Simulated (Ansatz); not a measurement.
# 4-layer 1T-SnS2 (AA) in a perpendicular field

Wanted: the out-of-plane response of the 4-layer 1T-SnS2 (AA). A positive field points along +c.

Program: Ansatz 0.2.0. Level of theory: plane-wave DFT, PBEsol-D3(BJ), Ansatz PAW, in the first sound run; inputs show where later runs differ. Results are calculated unless marked as measured.

## 1. The starting structure

The cell holds 12 atoms: 8 S and 4 Sn. Its edges and angles: a = 3.700 Å, b = 3.700 Å, c = 63.561 Å, α = 90.0°, β = 90.0°, γ = 120.0°. Regions: layer 1: 1T-SnS2, 3 atoms (2 S and 1 Sn); layer 2: 1T-SnS2, 3 atoms (2 S and 1 Sn); layer 3: 1T-SnS2, 3 atoms (2 S and 1 Sn); layer 4: 1T-SnS2, 3 atoms (2 S and 1 Sn). Vacuum lies along c.

## 2. Relaxing the slab

The starting cell is a guess, so the in-plane lattice and the atoms are relaxed first, with the slab cut off from its images along the normal.

input.yaml

```yaml
crystal:
  lattice:
    - [3.7, 0.0, 0.0]
    - [-1.85, 3.204293994, 0.0]
    - [0.0, 0.0, 63.5606673732]
  atoms:
    - { symbol: S, position: [0.6666666667, 0.3333333333, 0.3720854575] }
    - { symbol: Sn, position: [0.0, 0.0, 0.3863644678] }
    - { symbol: S, position: [0.3333333333, 0.6666666667, 0.4006434781] }
    - { symbol: S, position: [0.6666666667, 0.3333333333, 0.447842479] }
    - { symbol: Sn, position: [0.0, 0.0, 0.4621214892] }
    - { symbol: S, position: [0.3333333333, 0.6666666667, 0.4764004995] }
    - { symbol: S, position: [0.6666666667, 0.3333333333, 0.5235995005] }
    - { symbol: Sn, position: [0.0, 0.0, 0.5378785108] }
    - { symbol: S, position: [0.3333333333, 0.6666666667, 0.552157521] }
    - { symbol: S, position: [0.6666666667, 0.3333333333, 0.5993565219] }
    - { symbol: Sn, position: [0.0, 0.0, 0.6136355322] }
    - { symbol: S, position: [0.3333333333, 0.6666666667, 0.6279145425] }
  periodic: [true, true, false]
kpoints:
  mp_grid: { grid: [12, 12, 1] }
hamiltonian:
  xc: pbesol
  dispersion: d3bj
scf:
  occupations: { method: fermi_dirac, width: 0.05 }
  convergence: { dr2_threshold: 1.0e-09 }
relax:
  f_tol: 0.004
  max_steps: 90
  cell: {}
output:
  write_potential: true
  write_density: true
  volumetric_format: npy
```

Launch:

```console
> ansatz run input.yaml --threads 4 --pin off --max-ram 12288MiB --backend cpu --events-out ev --progress --plain --runs-dir out
```

Numbers of over 12 decimals in the logs are rounded to 6 here.

What it wrote:

```text
Warning: relax.cell: scf.convergence.dr2_threshold = 1e-9 eV is looser than the 1.74008205529e-10 eV advised for a relaxation that steers and ends on the stress (1e-10 eV for each atom of the cell: 12, times the square of relax.cell.stress_2d_tol = 0.05 N/m over 26.3 Å (the atoms' height at the walk's start and 5 Å past either face), 1.904e-2 GPa, over a crystal's default 0.05). What an SCF threshold leaves in a stress goes as its square root, and in the free energy as the threshold itself, and one threshold admits the most on a small cell: [figures from the program's tests cut] Set scf.convergence.dr2_threshold to 1.74008205529e-10 eV or tighter. [rest of the remark cut]
Engine: ansatz 0.2.0, aarch64-unknown-linux-gnu
Pseudopotentials: kind: paw
Pseudopotential: S, paw, valence charge 6, recommended cutoff 420 eV (normal), S.paw.azcp
Pseudopotential: Sn, paw, valence charge 14, recommended cutoff 420 eV (normal), Sn.paw.azcp
Functional definition: PBEsol
  exchange = pbesol_x
  correlation = pbesol_c
Crystal: 12 atoms, lattice volume = 753.568 Å³
Basis set: ecut = 420 eV, 14769 PW (Γ), exchange–correlation on 50×50×864 points (8 copies of the dense FFT grid, shifted against one another)
Bands: 64, of which v1, the nominal top of the filled ones, is band 52 counted from 1 (51 counted from 0)
Symmetry: 12 space group operations
Space group: P-3m1 (ITA 164), of the structure as read, at distance tolerance 9.1e-5 Å
k-points: 19 of 144
Non-local potential: S, projectors of the file, l = 0: 2, l = 1: 2, l = 2: 2
Non-local potential: Sn, projectors of the file, l = 0: 2, l = 1: 2, l = 2: 2, l = 3: 2
PAW form: soft (Blöchl's): semilocal exchange-correlation on the pseudo side does not see the compensation charge
PAW frozen core: S, regenerated for the run's functional, and the local potential with it (the file was generated under x = pbe(κ = 0.804, μ = 0.219515), c = pbe(β = 0.066725))
PAW frozen core: Sn, regenerated for the run's functional, and the local potential with it (the file was generated under x = pbe(κ = 0.804, μ = 0.219515), c = pbe(β = 0.066725))
PAW one-centre angular grid: S, 110 points (default); XC on 64 Gauss nodes
PAW one-centre angular grid: Sn, 590 points (default); XC on 64 Gauss nodes
Initial density: superposition of atomic densities (neutral atoms: chi_scale 0, normalization atom), corrected by the library's trained network
Initial wavefunctions: pseudopotential atomic-orbital guess
Functional: x = pbesol(κ = 0.804, μ = 0.123457), c = pbesol(β = 0.046)
SCF iter   1: F=—  HF=-30873.806271 eV  |F-HF|=—  |Δ(HF+E_count)|=         —  Δρ=3.15e-3  dr2=1.04e-1  ethr=1.77e-3  ⟨swp⟩=19.2  Hψ=10201  notcnv=0  defer=31
preconditioner: auto → Resta (q_TF=auto, 1.961 Å⁻¹)  ε∞=1.7  [insulator: Δε(μ)=0.956 eV  Ē_g=16.389 eV  σ=0.050 eV  W_gap=1.00  n_scr=44 (ndim 8)  ℏωp=13.8 eV  f_vac=0.687  D(μ)=0.00/eV (n_scr^D=0)  ε∞_Penn≈1.7  vacuum switching on, ρ_ref=1.9e-2 e/Å³]
SCF iter   2: F=—  HF=-30873.768999 eV  |F-HF|=—  |Δ(HF+E_count)|=   3.73e-2  Δρ=1.08e-3  dr2=8.53e-3  ethr=1.00e-4  ⟨swp⟩=3.5  Hψ=2914  notcnv=0  defer=112
SCF iter   3: F=—  HF=-30873.770299 eV  |F-HF|=—  |Δ(HF+E_count)|=   1.30e-3  Δρ=4.01e-4  dr2=4.53e-3  ethr=8.20e-6  ⟨swp⟩=3.3  Hψ=2793  notcnv=0  defer=112
SCF iter   4: F=—  HF=-30873.770026 eV  |F-HF|=—  |Δ(HF+E_count)|=   2.73e-4  Δρ=2.15e-4  dr2=6.87e-4  ethr=4.36e-6  ⟨swp⟩=3.2  Hψ=2139  notcnv=0  defer=112
SCF iter   5: F=—  HF=-30873.770183 eV  |F-HF|=—  |Δ(HF+E_count)|=   1.57e-4  Δρ=8.16e-5  dr2=5.18e-5  ethr=6.61e-7  ⟨swp⟩=3.4  Hψ=2159  notcnv=0  defer=112
SCF iter   6: F=—  HF=-30873.770263 eV  |F-HF|=—  |Δ(HF+E_count)|=   8.01e-5  Δρ=1.91e-5  dr2=3.36e-6  ethr=4.98e-8  ⟨swp⟩=3.6  Hψ=2871  notcnv=0  defer=112
SCF iter   7: F=—  HF=-30873.770482 eV  |F-HF|=—  |Δ(HF+E_count)|=   2.19e-4  Δρ=6.15e-6  dr2=7.26e-7  ethr=3.23e-9  ⟨swp⟩=3.2  Hψ=2710  notcnv=0  defer=112
SCF iter   8: F=—  HF=-30873.770482 eV  |F-HF|=—  |Δ(HF+E_count)|=   3.91e-7  Δρ=4.18e-6  dr2=1.03e-6  ethr=6.98e-10  ⟨swp⟩=4.1  Hψ=2982  notcnv=0  defer=112
SCF iter   9: F=—  HF=-30873.770482 eV  |F-HF|=—  |Δ(HF+E_count)|=   1.03e-7  Δρ=1.53e-6  dr2=5.27e-8  ethr=6.98e-10  ⟨swp⟩=2.5  Hψ=1566  notcnv=0  defer=112
SCF iter  10: F=—  HF=-30873.770482 eV  |F-HF|=—  |Δ(HF+E_count)|=   2.71e-8  Δρ=4.83e-7  dr2=1.77e-9  ethr=5.07e-11  ⟨swp⟩=3.0  Hψ=2643  notcnv=0  defer=112
SCF iter  11: F=-30873.770482 eV  HF=-30873.770482 eV  |F-HF|=1.20e-10  |Δ(HF+E_count)|=   2.28e-9  Δρ=1.27e-7  dr2=1.14e-10  ethr=1.00e-12  ⟨swp⟩=13.3  Hψ=10838  notcnv=0
SCF 1 converged in 11 iterations: F = -30873.770482 eV  dr2 = 1.14e-10
  greatest PAW one-centre occupation: 0.995 electrons in one spin orbital (limit 2), on the Sn atom at site 7 (counted from 0), in its partial waves of l = 2
relax step   1: F+E_penalty+E_count = -30873.77048221 eV  Δ(F+E_penalty+E_count) = +0.000e0 eV  max|allowed force component| = 5.738e0 eV/Å  Δτ_max = 0.0000 Å  P = +90.283 N/m  Ω = 753.568 Å³  fix = [c, alpha, beta]  reactions: c +0.000 N/m  (11 SCF iters, accepted)
Crystal: 12 atoms, lattice volume = 791.115 Å³
Basis set: ecut = 420 eV, 15525 PW (Γ), exchange–correlation on 50×50×864 points (8 copies of the dense FFT grid, shifted against one another)
Initial density: handed on by an earlier stage of this run
Initial wavefunctions: those handed on with the density
iter 1 solved again at ethr=6.56e-4 eV; its pass at ethr=3.10e-3 eV (dr2=6.82e-1 eV) is discarded
SCF iter   1: F=—  HF=-30882.591179 eV  |F-HF|=—  |Δ(HF+E_count)|=         —  Δρ=7.54e-3  dr2=6.81e-1  ethr=6.56e-4  ⟨swp⟩=5.1  Hψ=8720  notcnv=0  defer=12
preconditioner: auto → Resta (q_TF=auto, 1.945 Å⁻¹)  ε∞=1.7  [insulator: Δε(μ)=0.508 eV  Ē_g=15.791 eV  σ=0.050 eV  W_gap=0.98  n_scr=80 (ndim 8)  ℏωp=13.5 eV  f_vac=0.683  D(μ)=0.01/eV (n_scr^D=0)  ε∞_Penn≈1.7  vacuum switching on, ρ_ref=1.8e-2 e/Å³]
SCF iter   2: F=—  HF=-30882.405744 eV  |F-HF|=—  |Δ(HF+E_count)|=   1.85e-1  Δρ=3.18e-3  dr2=4.36e-2  ethr=6.55e-4  ⟨swp⟩=5.5  Hψ=2477  notcnv=0  defer=25
SCF iter   3: F=—  HF=-30882.407303 eV  |F-HF|=—  |Δ(HF+E_count)|=   1.56e-3  Δρ=1.45e-3  dr2=3.26e-2  ethr=4.19e-5  ⟨swp⟩=4.0  Hψ=2838  notcnv=0  defer=62
SCF iter   4: F=—  HF=-30882.406181 eV  |F-HF|=—  |Δ(HF+E_count)|=   1.12e-3  Δρ=8.52e-4  dr2=2.19e-2  ethr=3.14e-5  ⟨swp⟩=2.8  Hψ=1772  notcnv=0  defer=87
SCF iter   5: F=—  HF=-30882.403950 eV  |F-HF|=—  |Δ(HF+E_count)|=   2.23e-3  Δρ=3.43e-4  dr2=3.00e-3  ethr=2.11e-5  ⟨swp⟩=2.2  Hψ=1457  notcnv=0  defer=87
[...]
relax step  11: F+E_penalty+E_count = -30886.46330820 eV  Δ(F+E_penalty+E_count) = +3.379e-3 eV  max|allowed force component| = 1.057e-1 eV/Å  Δτ_max = 0.1121 Å  P = +0.210 N/m  Ω = 719.263 Å³  energy of the carried Pulay correction = +7.669e-3 eV  fix = [c, alpha, beta]  (11 SCF iters, rejected (line search))
relax step  12: F+E_penalty+E_count = -30886.46867950 eV  Δ(F+E_penalty+E_count) = -1.992e-3 eV  max|allowed force component| = 3.308e-3 eV/Å  Δτ_max = 0.0157 Å  P = +0.011 N/m  Ω = 723.598 Å³  energy of the carried Pulay correction = +6.680e-3 eV  fix = [c, alpha, beta]  reactions: c +0.000 N/m  (11 SCF iters, accepted)
relax step  13: F+E_penalty+E_count = -30886.46873913 eV  Δ(F+E_penalty+E_count) = -5.963e-5 eV  max|allowed force component| = 6.778e-4 eV/Å  Δτ_max = 0.0104 Å  P = -0.002 N/m  Ω = 723.522 Å³  energy of the carried Pulay correction = +6.697e-3 eV  fix = [c, alpha, beta]  reactions: c -0.000 N/m  (9 SCF iters, accepted)
relax step  14: F+E_penalty+E_count = -30886.46593447 eV  Δ(F+E_penalty+E_count) = +2.805e-3 eV  max|allowed force component| = 5.996e-4 eV/Å  Δτ_max = 0.0000 Å  P = -0.137 N/m  Ω = 723.522 Å³  fix = [c, alpha, beta]  reactions: c -0.000 N/m  stress off target by 1.37e-1 N/m on what of the cell is left free  SCF on the basis re-selected at this cell (its energy is not comparable with the rows above)  (7 SCF iters)
relax step  15: F+E_penalty+E_count = -30886.46603126 eV  Δ(F+E_penalty+E_count) = -9.679e-5 eV  max|allowed force component| = 1.563e-3 eV/Å  Δτ_max = 0.0050 Å  P = -0.016 N/m  Ω = 722.970 Å³  energy of the carried Pulay correction = +5.833e-5 eV  fix = [c, alpha, beta]  reactions: c -0.000 N/m  (8 SCF iters, accepted)
iter 1 solved again at ethr=4.21e-7 eV; its pass at ethr=3.10e-3 eV (dr2=4.38e-4 eV) is discarded
SCF iter   1: F=—  HF=-30886.465559 eV  |F-HF|=—  |Δ(HF+E_count)|=         —  Δρ=1.62e-6  dr2=1.41e-8  ethr=4.21e-7  ⟨swp⟩=5.4  Hψ=13652  notcnv=0
eigensolver tolerance schedule: the retry pair's looser diagonalisation over-reported the residual by 31125.30 of it (diagonalisation noise at an unbounded share of the residual, at the tolerance the schedule requests for it); recorded, not acted on — ethr = c·dr2/N_el stays at c = 1.0e-1
SCF iter   2: F=—  HF=-30886.465969 eV  |F-HF|=—  |Δ(HF+E_count)|=   4.10e-4  Δρ=1.04e-6  dr2=8.57e-9  ethr=1.35e-11  ⟨swp⟩=7.1  Hψ=5866  notcnv=0
SCF iter   3: F=—  HF=-30886.465969 eV  |F-HF|=—  |Δ(HF+E_count)|=   2.12e-9  Δρ=6.54e-7  dr2=2.78e-9  ethr=8.24e-12  ⟨swp⟩=2.1  Hψ=1611  notcnv=0
SCF iter   4: F=—  HF=-30886.465969 eV  |F-HF|=—  |Δ(HF+E_count)|=  6.26e-10  Δρ=4.17e-7  dr2=2.41e-9  ethr=2.67e-12  ⟨swp⟩=3.2  Hψ=2110  notcnv=0
SCF iter   5: F=-30886.465969 eV  HF=-30886.465969 eV  |F-HF|=5.82e-11  |Δ(HF+E_count)|=  5.31e-10  Δρ=6.91e-8  dr2=1.01e-10  ethr=1.00e-12  ⟨swp⟩=16.0  Hψ=11433  notcnv=0
SCF 16 converged in 5 iterations: F = -30886.465969 eV  dr2 = 1.01e-10
relax step  16: F+E_penalty+E_count = -30886.46596896 eV  Δ(F+E_penalty+E_count) = +6.230e-5 eV  max|allowed force component| = 1.549e-3 eV/Å  Δτ_max = 0.0000 Å  P = -0.016 N/m  Ω = 722.970 Å³  fix = [c, alpha, beta]  reactions: c -0.000 N/m  stress off target by 1.57e-2 N/m on what of the cell is left free  SCF on the basis re-selected at this cell (its energy is not comparable with the rows above)  (5 SCF iters)
basis re-selected at this cell: Δ(F+E_penalty+E_count) = +6.230e-5 eV, ΔP = +0.000 N/m vs the last step (what re-selecting the basis moved, of the pressure what is left beyond the Pulay correction that the steps carried, after the strain that the cell walked since its last selection, with what the two solves' SCF thresholds leave and, on support functions, any second-order correction that the steps lacked; it is no m [...]
WARN: The output density's exchange-correlation potential varies sharply where the density is thin. Do not read a vacuum level from v_tot or v_xc, or from such a field of the output density. On a cell that repeats whose density bears no net charge and no dipole along the vacuum's axis use v_es (v_loc + v_h of the components); under efield.dipole_correction with no amplitude use v_es + v_field, which holds any externa [...]
SCF converged after 5 iterations
Free energy (F): -30886.465969 eV
Harris-Foulkes:  -30886.465969 eV  (|F-HF|=5.82e-11)
Internal energy: -30886.465968 eV  (E = F + TS)
E sigma→0 (E₀):  -30886.465968 eV
Entropy (-TS):   -0.000001 eV (-0.000 meV/atom)
Fermi energy:    -5.800095 eV
--- Per-component energies (eV) ---
  E_band       = -1840.270165
  E_kinetic    = 1606.671082
  E_local      = -743692.733447  (includes V_loc(G=0)·N_el)
  E_nonlocal   = 116.974156
  E_hartree    = 371353.050223
  E_xc         = -2279.845728
  E_vxc        = -1080.715370  (∫ρ·V_xc dr)
  E_paw        = -20958.307349  (= ΣΔE_a)
  E_vpaw       = -1496.572302  (= ΣTr[D̂ρ^β])
  E_aug_tail   = 0.000010  (compensation charges beyond the density's cutoff)
  E_ewald      = 362969.368376
  E_disp       = -3.278244  (pairwise vdW)
  E_core_change = 1.634953  (= ΣΔE_core)
  E_smearing   = -0.000001  (= −TS)
  E_closure    = 0.000000  (closes the sum)
  Σ components = -30886.465969   (vs F -30886.465969, Δ=0.00e0)
--- Forces (eV/Å), atoms counted from 1 ---
  atom   1  S      0.00000000    -0.00000000     0.00071865
  atom   2  Sn     0.00000000     0.00000000    -0.00018961
  atom   3  S      0.00000000     0.00000000    -0.00118958
  atom   4  S      0.00000000    -0.00000000     0.00154876
  atom   5  Sn     0.00000000     0.00000000     0.00077151
  atom   6  S      0.00000000     0.00000000    -0.00014743
  atom   7  S      0.00000000    -0.00000000     0.00014743
  atom   8  Sn     0.00000000    -0.00000000    -0.00077151
  atom   9  S      0.00000000     0.00000000    -0.00154876
  atom  10  S     -0.00000000    -0.00000000     0.00118958
  atom  11  Sn     0.00000000    -0.00000000     0.00018961
  atom  12  S      0.00000000     0.00000000    -0.00071865
  max |Σ_I F_I| component: 1.85e-17 eV/Å
--- 2D stress c σ (N/m, compression-positive) ---
       -0.015676       0.000000      -0.000000
        0.000000      -0.015676      -0.000000
       -0.000000      -0.000000      -0.000000
  P = ½ c Tr σ = -0.0157 N/m
--- Band table (eV; the first three rows and the last of 19) ---
  k-point 0: bands = [... 48 lower, -6.7987, -6.7606, -6.7606, -6.5788, -4.5478, -4.1613, -3.7034, -3.3612, ... 8 higher]
  k-point 1: bands = [... 48 lower, -6.8196, -6.7280, -6.6805, -6.4800, -4.0878, -3.8636, -3.6040, -3.4307, ... 8 higher]
  k-point 2: bands = [... 48 lower, -6.8266, -6.7022, -6.6293, -6.4759, -3.9688, -3.8043, -3.6140, -3.4712, ... 8 higher]
  k-point 18: bands = [... 48 lower, -7.2362, -7.2362, -6.8583, -6.8583, -4.7597, -4.3682, -3.8743, -3.4734, ... 8 higher]
  the weakly bound empty levels are not read free of the cell's end (no_gap_told)
--- Relaxed structure (14 steps of the walk, 13 accepted, 2 SCFs on fresh bases) ---
  F+E_penalty+E_count = -30886.46596896 eV   max|allowed force component| = 1.549e-3 eV/Å   (the final SCF, on the basis selected at the relaxed cell)
  cell:  # Å, volume = 722.9696 Å³
    - [3.624102, 0.0, 0]
    - [-1.812051, 3.138565, 0]
    - [0, 0, 63.5606673732]
  atoms:
    - { symbol: S, position: [0.666667, 0.333333, 0.345124] }
    - { symbol: Sn, position: [-2.2875513358118858e-17, 0, 0.368373] }
    - { symbol: S, position: [0.333333, 0.666667, 0.391605] }
    - { symbol: S, position: [0.666667, 0.333333, 0.432884] }
    - { symbol: Sn, position: [-7.670888516851637e-18, 0, 0.456088] }
    - { symbol: S, position: [0.333333, 0.666667, 0.479291] }
    - { symbol: S, position: [0.666667, 0.333333, 0.520709] }
    - { symbol: Sn, position: [7.670888516851893e-18, 0, 0.543912] }
    - { symbol: S, position: [0.333333, 0.666667, 0.567116] }
    - { symbol: S, position: [0.666667, 0.333333, 0.608395] }
    - { symbol: Sn, position: [2.2875513358118833e-17, 0, 0.631627] }
    - { symbol: S, position: [0.333333, 0.666667, 0.654876] }
```

It took 5.2 min on 4 threads of Arm Neoverse V1, shared host; peak memory 1.9 GiB.

Step by step:

| step | energy less that of the first step (eV) | largest force component (eV/Å) | volume (Å³) |
| --- | --- | --- | --- |
| 1 | 0.0000 | 5.7382 | 753.57 |
| 2 | -8.6333 | 2.8917 | 791.11 |
| 3 | -11.6319 | 1.2707 | 779.01 |
| 4 | -12.1979 | 0.1807 | 758.15 |
| 5 | -12.3593 | 0.1897 | 749.86 |
| 6 | -12.4947 | 0.0961 | 743.36 |
| 7 | -12.5905 | 0.0730 | 735.29 |
| 8 | -12.6558 | 0.0405 | 729.53 |
| 9 | -12.6903 | 0.0179 | 724.82 |
| 10 | -12.6962 | 0.0517 | 726.12 |
| 11 | -12.6928 | 0.1057 | 719.26 |
| 12 | -12.6982 | 0.0033 | 723.60 |
| 13 | -12.6983 | 0.0007 | 723.52 |
| 14* | -12.6955 | 0.0006 | 723.52 |
| 15 | -12.6955 | 0.0016 | 722.97 |
| 16* | -12.6955 | 0.0015 | 722.97 |

Relaxation steps marked * repeat the geometry before them on a plane-wave basis chosen anew for their cell, so energy and pressure can jump there. Relaxation step 11 was tried and not accepted.

The run keeps the 12 symmetry operations that it works with, so distortions that break them were not tested.

| cell as run | before | after | change |
| --- | --- | --- | --- |
| a (Å) | 3.700 | 3.624 | -2.1 % |
| b (Å) | 3.700 | 3.624 | -2.1 % |

The atoms that moved most (Å, along periodic axes as changes of fractional coordinates times the final cell, across vacuum about the mean position):

| atom | dx | dy | dz | length |
| --- | --- | --- | --- | --- |
| S12 | 0.000 | 0.000 | 1.714 | 1.714 |
| S1 | 0.000 | 0.000 | -1.714 | 1.714 |
| Sn11 | 0.000 | 0.000 | 1.144 | 1.144 |
| Sn2 | 0.000 | 0.000 | -1.144 | 1.144 |
| S9 | 0.000 | 0.000 | 0.951 | 0.951 |
| S4 | 0.000 | 0.000 | -0.951 | 0.951 |
| S3 | 0.000 | 0.000 | -0.575 | 0.575 |
| S10 | 0.000 | 0.000 | 0.575 | 0.575 |

The lattice constant a goes from 3.700 to 3.624 Å.

[end of part 1 of 3]

[Logs are printed without paths, hosts, clocks, repeated set-up lines and the standing remarks that a program may print on its own settings, such as how far it seeks lower states.]

[Hosts, paths, dates, database ids (printed as entryN), source tags and the programs' standing remarks are cut or masked in the printed files.]

[Maps of the electrostatic potential energy from Ansatz leave out the sawtooth potential of an applied field or a dipole correction, so their vacuum need not be flat; planar profiles and work functions include it.]
